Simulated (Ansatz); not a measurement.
# Relaxing glassy Ba4.1Hf30.6O65.3 (121 atoms)

Wanted: the relaxed structure of glassy Ba4.1Hf30.6O65.3 (121 atoms) and its electronic structure.

Method: Kohn-Sham DFT, r2SCAN, PAW (set soft_2), plane waves, in Ansatz 0.2.0.

Measured values to set the calculation against. The Hf-O bond length of an amorphous hafnium oxide film with 12% of Hf replaced by Ba, grown by pulsed laser deposition, was obtained by fitting Hf L3-edge EXAFS (“Structure-evolution-designed amorphous oxides for dielectric energy storage”, 2023, PMC10213053): nearest Hf–O distance 2.08 Å.

## Step 1: The structure

The cell holds 121 atoms: 5 Ba, 37 Hf and 79 O. Cell: a = 11.844 Å, b = 11.844 Å, c = 11.844 Å, α = 90.0°, β = 90.0°, γ = 90.0°. 121 atoms (5 Ba, 37 Zr, 79 O) placed at random at 5.15 g/cm³, melted at 4500 K for 20 ps at fixed volume with the Morse and Coulomb pair potential with partial charges (Pedone, Malavasi, Menziani, Cormack and Segre, J. Phys. Chem. B 110, 11780 (2006)). Quenched from 4500 K to 300 K at 20 K/ps and fixed volume, held 20 ps at zero pressure. Then Zr was replaced by Hf (the potential has no terms for the new elements, so the cell is a start for a DFT relaxation).

What the set-up can't give: The quench rate of 20 K/ps is many orders above laboratory rates, so the cell is likely richer in defects and strain than a real sample. The starting topology of bonds comes from the classical model. Only the Γ point is sampled, in a cell whose shortest periodic width is 12 Å. The levels lack spin–orbit coupling, which is large for the heavy elements here.

## Step 2: Single point at the start

The forces at the start show how far the geometry lies from a minimum of this functional.

Contents of input.yaml:

```yaml
crystal:
  lattice:
    - [11.84387, 0.0, 0.0]
    - [0.0, 11.84387, 0.0]
    - [0.0, 0.0, 11.84387]
  atoms:
    - { symbol: Ba, position: [0.85, 0.82379, 0.66328] }
    - { symbol: Ba, position: [0.1396, 0.11506, 0.2547] }
    - { symbol: Ba, position: [0.17667, 0.49328, 0.90998] }
    - { symbol: Ba, position: [0.98661, 0.83064, 0.0707] }
    - { symbol: Ba, position: [0.29773, 0.07016, 0.62916] }
    - { symbol: Hf, position: [0.5816, 0.62602, 0.71347] }
    - { symbol: Hf, position: [0.58987, 0.88433, 0.49111] }
    - { symbol: Hf, position: [0.58168, 0.29778, 0.18738] }
    - { symbol: Hf, position: [0.13544, 0.83088, 0.7867] }
    - { symbol: Hf, position: [0.78082, 0.32914, 0.92716] }
    - { symbol: Hf, position: [0.3117, 0.34652, 0.14643] }
    - { symbol: Hf, position: [0.36565, 0.28867, 0.40798] }
    - { symbol: Hf, position: [0.51295, 0.48762, 0.00178] }
    - { symbol: Hf, position: [0.47963, 0.0109, 0.03522] }
    - { symbol: Hf, position: [0.66908, 0.78989, 0.92892] }
    - { symbol: Hf, position: [0.31833, 0.45957, 0.59974] }
    - { symbol: Hf, position: [0.06321, 0.57212, 0.18284] }
    - { symbol: Hf, position: [0.09283, 0.3846, 0.39725] }
    - { symbol: Hf, position: [0.76646, 0.09789, 0.13195] }
    - { symbol: Hf, position: [0.89167, 0.57307, 0.86896] }
    - { symbol: Hf, position: [0.32531, 0.74215, 0.57983] }
    - { symbol: Hf, position: [0.36555, 0.74959, 0.89959] }
    - { symbol: Hf, position: [0.04593, 0.28151, 0.76097] }
    - { symbol: Hf, position: [0.86596, 0.28501, 0.27936] }
    - { symbol: Hf, position: [0.54874, 0.74853, 0.20864] }
    - { symbol: Hf, position: [0.63448, 0.0772, 0.76209] }
    - { symbol: Hf, position: [0.36945, 0.26086, 0.8591] }
    - { symbol: Hf, position: [0.31707, 0.5976, 0.29773] }
    - { symbol: Hf, position: [0.86678, 0.97269, 0.35235] }
    - { symbol: Hf, position: [0.82156, 0.42554, 0.58493] }
    - { symbol: Hf, position: [0.94504, 0.13969, 0.55446] }
    - { symbol: Hf, position: [0.16656, 0.10992, 0.95096] }
    [... 83 atom lines left out ...]
    - { symbol: O, position: [0.23661, 0.50271, 0.15905] }
    - { symbol: O, position: [0.62433, 0.96555, 0.63536] }
    - { symbol: O, position: [0.21411, 0.60072, 0.59471] }
    - { symbol: O, position: [0.98803, 0.70527, 0.49589] }
    - { symbol: O, position: [0.98353, 0.88669, 0.83896] }
    - { symbol: O, position: [0.90264, 0.11174, 0.2476] }
kpoints:
  mp_grid: { grid: [1, 1, 1] }
hamiltonian:
  xc: r2scan
scf:
  occupations: { method: fixed }
output:
  forces: true
```

On the command line:

```sh
$ ansatz run input.yaml --threads 4 --pin off --max-ram 8192MiB --backend cpu --events-out ev --progress --plain --runs-dir out
```

Numbers of over 12 decimals in the logs are rounded to 6 here.

Output:

```text
Engine: ansatz 0.2.0, x86_64-unknown-linux-gnu
Pseudopotentials: kind: paw
Pseudopotential: Ba, paw, valence charge 10, recommended cutoff 500 eV (meta_gga), Ba.paw.azcp
Pseudopotential: Hf, paw, valence charge 26, recommended cutoff 500 eV (meta_gga), Hf.paw.azcp
Pseudopotential: O, paw, valence charge 6, recommended cutoff 500 eV (meta_gga), O.paw.azcp
[... 6 lines on functional and potentials left out ...]
Crystal: 121 atoms, lattice volume = 1661.426 Å³
Basis set: ecut = 500 eV, 42211 PW (Γ), exchange–correlation on 360×360×360 points (64 copies of the dense FFT grid, shifted against one another)
Bands: 892, of which v1, the nominal top of the filled ones, is band 743 counted from 1 (742 counted from 0)
Symmetry: 1 space group operations
Space group: P1 (ITA 1), of the structure as read, at distance tolerance 1.2e-4 Å
k-points: 1
[... 10 lines on functional and potentials left out ...]
Initial density: superposition of atomic densities (neutral atoms: chi_scale 0, normalization atom), corrected by the library's trained network
Initial wavefunctions: pseudopotential atomic-orbital guess
Functional: x = r2scan, c = r2scan; τ floored in thin density (d = 2e-4 eV/Å³)
SCF iter   1: F=—  HF=-657084.162229 eV  |F-HF|=—  |Δ(HF+E_count)|=         —  Δρ=1.13e-2  dr2=2.22e0  dr2_τ=7.48e0  ethr=1.77e-3  ⟨swp⟩=4.0  Hψ=2618  notcnv=0  defer=147
preconditioner: auto → Resta (q_TF=auto, 2.678 Å⁻¹)  ε∞=4.5  [insulator: Δε(μ)=3.934 eV  Ē_g=18.335 eV  n_scr=514 (ndim 8)  ℏωp=34.2 eV  f_vac=0.099  ε∞_Penn≈4.5]
SCF iter   2: F=—  HF=-657085.608158 eV  |F-HF|=—  |Δ(HF+E_count)|=    1.45e0  Δρ=5.41e-3  dr2=3.77e-1  dr2_τ=7.68e-2  ethr=1.49e-4  ⟨swp⟩=2.0  Hψ=1736  notcnv=0  defer=147
SCF iter   3: F=—  HF=-657085.588068 eV  |F-HF|=—  |Δ(HF+E_count)|=   2.01e-2  Δρ=3.21e-3  dr2=9.64e-2  dr2_τ=1.39e-2  ethr=2.54e-5  ⟨swp⟩=2.0  Hψ=1251  notcnv=0  defer=147
SCF iter   4: F=—  HF=-657085.582521 eV  |F-HF|=—  |Δ(HF+E_count)|=   5.55e-3  Δρ=8.12e-4  dr2=1.55e-2  dr2_τ=2.53e-3  ethr=6.49e-6  ⟨swp⟩=2.0  Hψ=1349  notcnv=0  defer=147
SCF iter   5: F=—  HF=-657085.579937 eV  |F-HF|=—  |Δ(HF+E_count)|=   2.58e-3  Δρ=2.93e-4  dr2=1.34e-3  dr2_τ=1.26e-4  ethr=1.04e-6  ⟨swp⟩=2.0  Hψ=1460  notcnv=0  defer=147
SCF iter   6: F=—  HF=-657085.580437 eV  |F-HF|=—  |Δ(HF+E_count)|=   5.00e-4  Δρ=1.65e-4  dr2=4.44e-4  dr2_τ=6.09e-5  ethr=8.99e-8  ⟨swp⟩=2.0  Hψ=1458  notcnv=0  defer=142
SCF iter   7: F=—  HF=-657085.580429 eV  |F-HF|=—  |Δ(HF+E_count)|=   8.46e-6  Δρ=4.54e-5  dr2=3.49e-5  dr2_τ=3.85e-6  ethr=2.99e-8  ⟨swp⟩=2.0  Hψ=1347  notcnv=0  defer=140
SCF iter   8: F=—  HF=-657085.581570 eV  |F-HF|=—  |Δ(HF+E_count)|=   1.14e-3  Δρ=2.47e-5  dr2=1.03e-5  dr2_τ=1.11e-6  ethr=2.35e-9  ⟨swp⟩=2.0  Hψ=1635  notcnv=0  defer=140
SCF iter   9: F=—  HF=-657085.581569 eV  |F-HF|=—  |Δ(HF+E_count)|=   1.35e-6  Δρ=1.04e-5  dr2=1.85e-6  dr2_τ=2.41e-7  ethr=6.92e-10  ⟨swp⟩=2.0  Hψ=1495  notcnv=0  defer=140
SCF iter  10: F=—  HF=-657085.581568 eV  |F-HF|=—  |Δ(HF+E_count)|=   3.05e-7  Δρ=2.95e-6  dr2=1.93e-7  dr2_τ=1.44e-8  ethr=1.25e-10  ⟨swp⟩=2.0  Hψ=1495  notcnv=0  defer=140
SCF iter  11: F=-657085.581568 eV  HF=-657085.581568 eV  |F-HF|=3.76e-8  |Δ(HF+E_count)|=   1.35e-7  Δρ=1.93e-6  dr2=6.85e-8  dr2_τ=6.43e-9  ethr=6.73e-12  ⟨swp⟩=4.0  Hψ=3123  notcnv=0
SCF 1 converged in 11 iterations: F = -657085.581568 eV  dr2 = 6.85e-8
  greatest PAW one-centre occupation: 0.999 electrons in one spin orbital (limit 2), on the Hf atom at site 29 (counted from 0), in its partial waves of l = 3
SCF converged after 11 iterations
Free energy (F): -657085.581568 eV
Harris-Foulkes:  -657085.581568 eV  (|F-HF|=3.76e-8)
Internal energy: -657085.581568 eV  (E = F + TS)
E sigma→0 (E₀):  -657085.581568 eV
Fermi energy:    11.409336 eV
--- Per-component energies (eV) ---
  E_band       = -4832.128989
  E_kinetic    = 30238.638194
  E_local      = -278273.123958  (includes V_loc(G=0)·N_el)
  E_nonlocal   = -42134.768331
  E_hartree    = 127269.939547
  E_xc         = -17053.274413
  E_vxc        = -19913.280551  (∫ρ·V_xc dr)
  E_paw        = -296084.338092  (= ΣΔE_a)
  E_vpaw       = 49605.130706  (= ΣTr[D̂ρ^β])
  E_aug_tail   = 0.080458  (compensation charges beyond the density's cutoff)
  E_vtau       = 1105.299585  (kinetic-family band-sum trace: ∫τ·v_τ [+ j·A + Jᵃ·Aᵃ] dr)
  E_ewald      = -181058.460027
  E_core_change = 9.725055  (= ΣΔE_core)
  E_smearing   = -0.000000  (= −TS)
  E_closure    = 0.000000  (closes the sum)
  Σ components = -657085.581568   (vs F -657085.581568, Δ=0.00e0)
--- Forces (eV/Å), atoms counted from 1 ---
  atom   1  Ba    -0.85004334     0.16450499    -0.33088389
  atom   2  Ba    -0.76288642     0.78581251     0.88039363
  atom   3  Ba     0.83523940     0.57377697    -0.12545677
  atom   4  Ba    -0.59078578     0.27651210    -0.23943379
  atom   5  Ba    -1.24276493     0.09360422     1.32598825
  atom   6  Hf     0.57973582     1.05449234    -0.93281760
  atom   7  Hf     2.30760289    -1.49001233     2.27936675
  atom   8  Hf    -1.02994803     0.52004044    -1.19019439
  atom   9  Hf     0.04295024     0.48844948     0.81590859
  atom  10  Hf    -0.10986602    -0.99146622     0.49095723
  atom  11  Hf    -1.31982881    -0.77175076     0.59316488
  atom  12  Hf     0.15620264     1.96103097     0.03628354
  atom  13  Hf     0.33415486     0.85847191    -0.21723838
  atom  14  Hf     0.54515408     0.68255438    -1.89738735
[...]
atom 120  O     -0.53478655     0.22424489     0.11676006
  atom 121  O      0.46510498     1.20479106     0.21873274
  max |Σ_I F_I| component: 3.95e-5 eV/Å
```

Run time: 77 s. Hardware: 4 threads of Intel Xeon Platinum 8375C at 2.90GHz (Ice Lake), shared host; peak memory 5.9 GiB; 4.9 min of CPU time.

The program notes that it cut back its work space to fit the memory limit.

Read from the output:

| Property | Result |
| --- | --- |
| free energy | -657085.5816 eV |
| free energy per atom | -5430.4594 eV/atom |
| SCF cycles | 11 |
| r.m.s. force component | 0.6752 eV/Å |
| longest force | 3.569 eV/Å |
| Fermi energy | 11.41 eV |

The r.m.s. force component of 0.68 eV/Å sets the starting point.

Length of the force by element:

```tsv
element	coordination	atoms	mean length of the force (eV/Å)	spread	least	most
Ba	all	5	1.17	0.396	0.695	1.82
Hf	all	37	1.46	0.685	0.310	3.57
O	all	79	0.815	0.341	0.137	2.18
```

## Step 3: Cell and atoms relaxed

Cell and atoms are freed together, to release stress as well as forces.

Edit input.yaml of step 2 so:

```diff
@@ -15 +15,5 @@
   forces: true
+relax:
+  f_tol: 0.03
+  max_steps: 83
+  cell: {}
```

Output:

```text
[...]
Crystal: 121 atoms, lattice volume = 1661.426 Å³
Basis set: ecut = 500 eV, 42211 PW (Γ), exchange–correlation on 360×360×360 points (64 copies of the dense FFT grid, shifted against one another)
Bands: 892, of which v1, the nominal top of the filled ones, is band 743 counted from 1 (742 counted from 0)
Symmetry: 1 space group operations
[...]
k-points: 1
[...]
SCF iter   1: F=—  HF=-657084.162227 eV  |F-HF|=—  |Δ(HF+E_count)|=         —  Δρ=1.13e-2  dr2=2.22e0  dr2_τ=7.48e0  ethr=1.77e-3  ⟨swp⟩=4.0  Hψ=2618  notcnv=0  defer=147
[...]
SCF iter  11: F=-657085.581568 eV  HF=-657085.581568 eV  |F-HF|=3.77e-8  |Δ(HF+E_count)|=   1.35e-7  Δρ=1.93e-6  dr2=6.85e-8  dr2_τ=6.44e-9  ethr=6.73e-12  ⟨swp⟩=4.0  Hψ=3123  notcnv=0
SCF 1 converged in 11 iterations: F = -657085.581568 eV  dr2 = 6.85e-8
[...]
relax step   1: F+E_penalty+E_count = -657085.58156840 eV  Δ(F+E_penalty+E_count) = +0.000e0 eV  max|allowed force component| = 2.426e0 eV/Å  Δτ_max = 0.0000 Å  P = -7.370 GPa  Ω = 1661.426 Å³  (11 SCF iters, dr2 threshold 1.00e-7 eV, accepted)
[... from here on, the SCF cycles and remarks between the steps are left out ...]
relax step   2: F+E_penalty+E_count = -657091.49223640 eV  Δ(F+E_penalty+E_count) = -5.911e0 eV  max|allowed force component| = 1.166e0 eV/Å  Δτ_max = 0.1974 Å  P = +1.015 GPa  Ω = 1583.284 Å³  energy of the carried Pulay correction = +3.082e-2 eV  (8 SCF iters, dr2 threshold 1.21e-5 eV, accepted)
relax step   3: F+E_penalty+E_count = -657093.12533822 eV  Δ(F+E_penalty+E_count) = -1.633e0 eV  max|allowed force component| = 5.159e-1 eV/Å  Δτ_max = 0.2000 Å  P = +0.535 GPa  Ω = 1585.802 Å³  energy of the carried Pulay correction = +2.981e-2 eV  (8 SCF iters, dr2 threshold 1.21e-5 eV, accepted)
relax step   4: F+E_penalty+E_count = -657093.62483533 eV  Δ(F+E_penalty+E_count) = -4.995e-1 eV  max|allowed force component| = 2.387e-1 eV/Å  Δτ_max = 0.2000 Å  P = +0.148 GPa  Ω = 1586.338 Å³  energy of the carried Pulay correction = +2.959e-2 eV  (8 SCF iters, dr2 threshold 1.21e-5 eV, accepted)
relax step   5: F+E_penalty+E_count = -657093.72419601 eV  Δ(F+E_penalty+E_count) = -9.936e-2 eV  max|allowed force component| = 1.577e-1 eV/Å  Δτ_max = 0.2000 Å  P = +0.024 GPa  Ω = 1586.082 Å³  energy of the carried Pulay correction = +2.969e-2 eV  (8 SCF iters, dr2 threshold 3.56e-6 eV, accepted)
relax step   6: F+E_penalty+E_count = -657093.73613060 eV  Δ(F+E_penalty+E_count) = -1.193e-2 eV  max|allowed force component| = 1.944e-1 eV/Å  Δτ_max = 0.1715 Å  P = -0.018 GPa  Ω = 1585.314 Å³  energy of the carried Pulay correction = +3.000e-2 eV  (8 SCF iters, dr2 threshold 1.55e-6 eV, accepted)
relax step   7: F+E_penalty+E_count = -657093.75877364 eV  Δ(F+E_penalty+E_count) = -2.264e-2 eV  max|allowed force component| = 8.392e-2 eV/Å  Δτ_max = 0.0501 Å  P = -0.004 GPa  Ω = 1585.643 Å³  energy of the carried Pulay correction = +2.987e-2 eV  (7 SCF iters, dr2 threshold 2.36e-6 eV, accepted)
relax step   8: F+E_penalty+E_count = -657093.76212007 eV  Δ(F+E_penalty+E_count) = -3.346e-3 eV  max|allowed force component| = 3.508e-2 eV/Å  Δτ_max = 0.0306 Å  P = +0.005 GPa  Ω = 1585.312 Å³  energy of the carried Pulay correction = +3.001e-2 eV  (7 SCF iters, dr2 threshold 4.40e-7 eV, accepted)
relax step   9: F+E_penalty+E_count = -657093.76248096 eV  Δ(F+E_penalty+E_count) = -3.609e-4 eV  max|allowed force component| = 1.778e-2 eV/Å  Δτ_max = 0.0234 Å  P = -0.009 GPa  Ω = 1585.678 Å³  energy of the carried Pulay correction = +2.986e-2 eV  (8 SCF iters, dr2 threshold 7.69e-8 eV, accepted)
relax step  10: F+E_penalty+E_count = -657093.72572598 eV  Δ(F+E_penalty+E_count) = +3.675e-2 eV  max|allowed force component| = 1.780e-2 eV/Å  Δτ_max = 0.0000 Å  P = +0.013 GPa  Ω = 1585.678 Å³  stress off target by 2.10e-2 GPa  SCF on the basis re-selected at this cell (its energy is not comparable with the rows above)  (7 SCF iters)
basis re-selected at this cell: Δ(F+E_penalty+E_count) = +3.675e-2 eV, ΔP = +0.022 GPa vs the last step (what re-selecting the basis moved, of the pressure what is left beyond the Pulay correction that the steps carried, after the strain that the cell walked since its last selection, [...]
SCF converged after 7 iterations
Free energy (F): -657093.725726 eV
[...]
Internal energy: -657093.725726 eV  (E = F + TS)
E sigma→0 (E₀):  -657093.725726 eV
Fermi energy:    12.087903 eV
[...]
--- Forces (eV/Å), atoms counted from 1 ---
  atom   1  Ba     0.00067368    -0.00250937    -0.00719911
  atom   2  Ba     0.00329900     0.00465263    -0.00208655
  atom   3  Ba    -0.00419106    -0.00382829     0.00317336
  atom   4  Ba     0.00986644    -0.00694980    -0.00710706
  atom   5  Ba     0.00132468     0.00110959    -0.00470238
  atom   6  Hf     0.01065242    -0.00999391    -0.00109265
  atom   7  Hf    -0.01201740    -0.00271885    -0.00210169
  atom   8  Hf     0.00123777    -0.00411646     0.00000616
  atom   9  Hf     0.00271115    -0.00257915     0.00412243
  atom  10  Hf     0.00478625     0.00520326     0.00796049
  atom  11  Hf     0.00049184    -0.00810721     0.00681437
  atom  12  Hf    -0.00249058    -0.00099541    -0.00217460
  atom  13  Hf     0.00276228    -0.00569591     0.00070990
  atom  14  Hf     0.00677586     0.01059464     0.00456685
[...]
atom 120  O     -0.00354212     0.00258351     0.00367940
  atom 121  O     -0.00310617    -0.00423056     0.00732254
  max |Σ_I F_I| component: 9.18e-5 eV/Å
--- Stress (GPa, compression-positive) ---
        0.014856      -0.004522       0.006016
       -0.004522       0.009541       0.000756
        0.006015       0.000758       0.013329
  P = ⅓ Tr σ = 0.0126 GPa (0.126 kbar)
--- Relaxed structure (9 steps of the walk, 9 accepted, 1 SCFs on fresh bases) ---
  F+E_penalty+E_count = -657093.72572598 eV   max|allowed force component| = 1.780e-2 eV/Å   (the final SCF, on the basis selected at the relaxed cell)
  cell:  # Å, volume = 1585.6777 Å³
    - [11.721771, 0.144346, 0.048304]
    - [0.144346, 11.614469, 0.205940]
    - [0.048304, 0.205940, 11.652834]
  atoms:
    - { symbol: Ba, position: [0.841607, 0.825783, 0.662376] }
    - { symbol: Ba, position: [0.129158, 0.122134, 0.264733] }
    - { symbol: Ba, position: [0.192829, 0.524217, 0.903167] }
    - { symbol: Ba, position: [0.977336, 0.823671, 0.070176] }
[...]
- { symbol: O, position: [0.905387, 0.122701, 0.243530] }
```

The job ended after 10 min (4 threads; peak memory 5.9 GiB; 39 min of CPU time).

Relaxation path:

```tsv
step	energy less that of the first step (eV)	largest force component (eV/Å)	pressure (GPa)	volume (Å³)
1	0.0000	2.4260	-7.37	1661.43
2	-5.9107	1.1662	1.02	1583.28
3	-7.5438	0.5159	0.54	1585.80
4	-8.0433	0.2387	0.15	1586.34
5	-8.1426	0.1577	0.02	1586.08
6	-8.1546	0.1944	-0.02	1585.31
7	-8.1772	0.0839	0.00	1585.64
8	-8.1806	0.0351	0.01	1585.31
9	-8.1809	0.0178	-0.01	1585.68
10*	-8.1442	0.0178	0.01	1585.68
```

Relaxation steps marked * repeat the geometry before them on a plane-wave basis chosen anew for their cell, so energy and pressure can jump there.

```tsv
cell as run	before	after	change
a (Å)	11.844	11.723	-1.0 %
b (Å)	11.844	11.617	-1.9 %
c (Å)	11.844	11.655	-1.6 %
α (°)	90.00	87.97	-2.3 %
β (°)	90.00	89.51	-0.5 %
γ (°)	90.00	88.58	-1.6 %
volume (Å³/atom)	13.73	13.10	-4.6 %
```

The atoms that moved most (Å, as changes of fractional coordinates times the final cell):

```tsv
atom	dx	dy	dz	length
Ba3	0.194	0.360	-0.072	0.415
O84	-0.258	0.228	-0.193	0.395
O68	-0.344	0.128	0.013	0.367
O52	0.159	0.316	-0.057	0.358
O75	0.281	-0.111	0.151	0.338
O51	-0.050	-0.292	0.143	0.329
O48	0.307	-0.049	0.057	0.316
Hf16	-0.253	-0.172	0.066	0.313
```

The relaxation changed the energy by -67.3 meV/atom, and atoms moved by 0.18 Å r.m.s., 0.41 Å at most.

## Step 4: Distances and neighbours after relaxation

Bonds before and after, by the cutoffs listed below:

```tsv
pair	bonds before	bonds after	mean before (Å)	mean after (Å)	spread before (Å)	spread after (Å)
O-Hf	226	230	2.148	2.127	0.126	0.125
O-Ba	40	42	2.889	2.821	0.203	0.205
```

Density 8.96 g/cm³, 13.10 Å³ an atom.

g(r), total and by pair (bins of 0.2 Å):

```tsv
r (Å)	total	O-O	O-Hf	O-Ba	Hf-Hf	Hf-Ba	Ba-Ba
1.90	0.56	0.00	1.40	0.00	0.00	0.00	0.00
2.10	3.04	0.00	7.63	0.00	0.00	0.00	0.00
2.30	0.71	0.00	1.77	0.00	0.00	0.00	0.00
2.50	0.52	0.91	0.21	0.99	0.00	0.00	0.00
2.70	1.34	2.59	0.03	4.20	0.00	0.00	0.00
2.90	1.20	2.50	0.08	1.90	0.00	0.00	0.00
3.10	0.97	1.81	0.18	0.85	0.94	0.00	0.00
3.30	0.87	1.11	0.39	0.89	2.02	0.00	0.00
3.50	0.89	0.68	0.63	0.65	2.70	2.47	0.00
3.70	1.01	0.55	0.89	0.59	2.88	4.74	0.00
3.90	1.00	0.57	1.14	0.84	1.83	3.38	0.00
4.10	1.10	1.07	1.19	0.85	0.94	1.45	0.00
4.30	0.95	0.72	1.31	0.85	0.61	0.37	0.00
4.50	0.81	0.51	1.25	0.95	0.27	1.01	0.00
4.70	1.00	0.73	1.50	0.72	0.37	0.46	4.62
4.90	1.04	1.08	1.17	1.33	0.31	0.28	2.12
5.10	1.08	1.25	1.03	1.35	0.39	0.92	2.00
5.30	1.13	1.48	0.82	1.31	0.91	0.61	0.00
5.50	1.08	1.38	0.81	1.49	0.89	0.34	0.00
5.70	1.03	0.99	1.06	1.04	1.28	0.42	0.00
```

Bonds by pair of elements; cutoffs follow the first minimum of g(r), held within bounds set by covalent radii, and pairs that aren't listed don't count as bonded:

```tsv
pair A-B	cutoff (Å)	bonds	mean length (Å)	spread (Å)	shortest (Å)	B about A	A about B
O-Hf	2.82	230	2.13	0.125	1.93	2.91	6.22
O-Ba	3.29	42	2.82	0.205	2.50	0.532	8.4
```

How many atoms have how many bonded neighbours:

```tsv
element	mean	2	3	4	5	6	7	8	9	10
Ba	8.4	0	0	0	0	0	1	2	1	1
Hf	6.22	0	0	0	2	25	10	0	0	0
O	3.44	1	43	34	1	0	0	0	0	0
```

Bond angles, per cent of each kind in bins of 5°:

```tsv
angle (°)	O-Hf-O	Hf-O-Hf	Ba-O-Hf
65–70	3.0	0.0	0.0
70–75	10.2	0.0	0.0
75–80	12.1	0.0	0.0
80–85	10.2	0.4	4.6
85–90	9.3	3.0	11.1
90–95	8.8	6.5	17.6
95–100	7.4	13.0	19.4
100–105	4.8	13.9	19.4
105–110	3.1	10.0	9.3
110–115	3.6	4.8	4.6
115–120	2.1	6.1	2.8
120–125	2.5	10.9	2.8
125–130	0.8	8.7	2.8
130–135	1.7	6.1	0.0
135–140	2.1	6.1	0.9
140–145	3.6	3.9	2.8
145–150	2.0	1.7	0.0
150–155	2.8	2.2	0.9
155–160	2.3	1.3	0.0
160–165	2.3	0.9	0.0
165–170	3.5	0.0	0.0
170–175	1.3	0.4	0.9
175–180	0.3	0.0	0.0
```

Bond angles (no mean is given where the spread exceeds 20°):

```tsv
angle	count	mean (°)	spread (°)
O-Hf-O	605	-	-
Hf-O-Hf	230	116	18.3
Ba-O-Hf	108	102	15.2
Ba-O-Ba	6	-	-
```

Bond length by coordination (bonds to H left out):

```tsv
element	coordination	atoms	mean bond length (Å)
Ba	7	1	2.88
Ba	8	2	2.78
Ba	9	1	2.81
Ba	10	1	2.87
Hf	5	2	2.00
Hf	6	25	2.10
Hf	7	10	2.19
O	2	1	1.96
O	3	43	2.13
O	4	34	2.32
O	5	1	2.52
```

For some of the pairs, g(r) has its first main peak near 2.8 Å (O-O), 2.1 Å (O-Hf), 2.7 Å (O-Ba), 3.7 Å (Hf-Hf) and 3.7 Å (Hf-Ba). With the cutoffs above, 40 % of Ba atoms have 8, 68 % of Hf atoms have 6 and 54 % of O atoms have 3 bonded neighbours.

[end of part 1 of 2]

[Logs are printed without paths, hosts, clocks, repeated set-up lines and the standing remarks that a program may print on its own settings, such as how far it seeks lower states.]

[Hosts, paths, dates, database ids (printed as entryN), source tags and the programs' standing remarks are cut or masked in the printed files.]
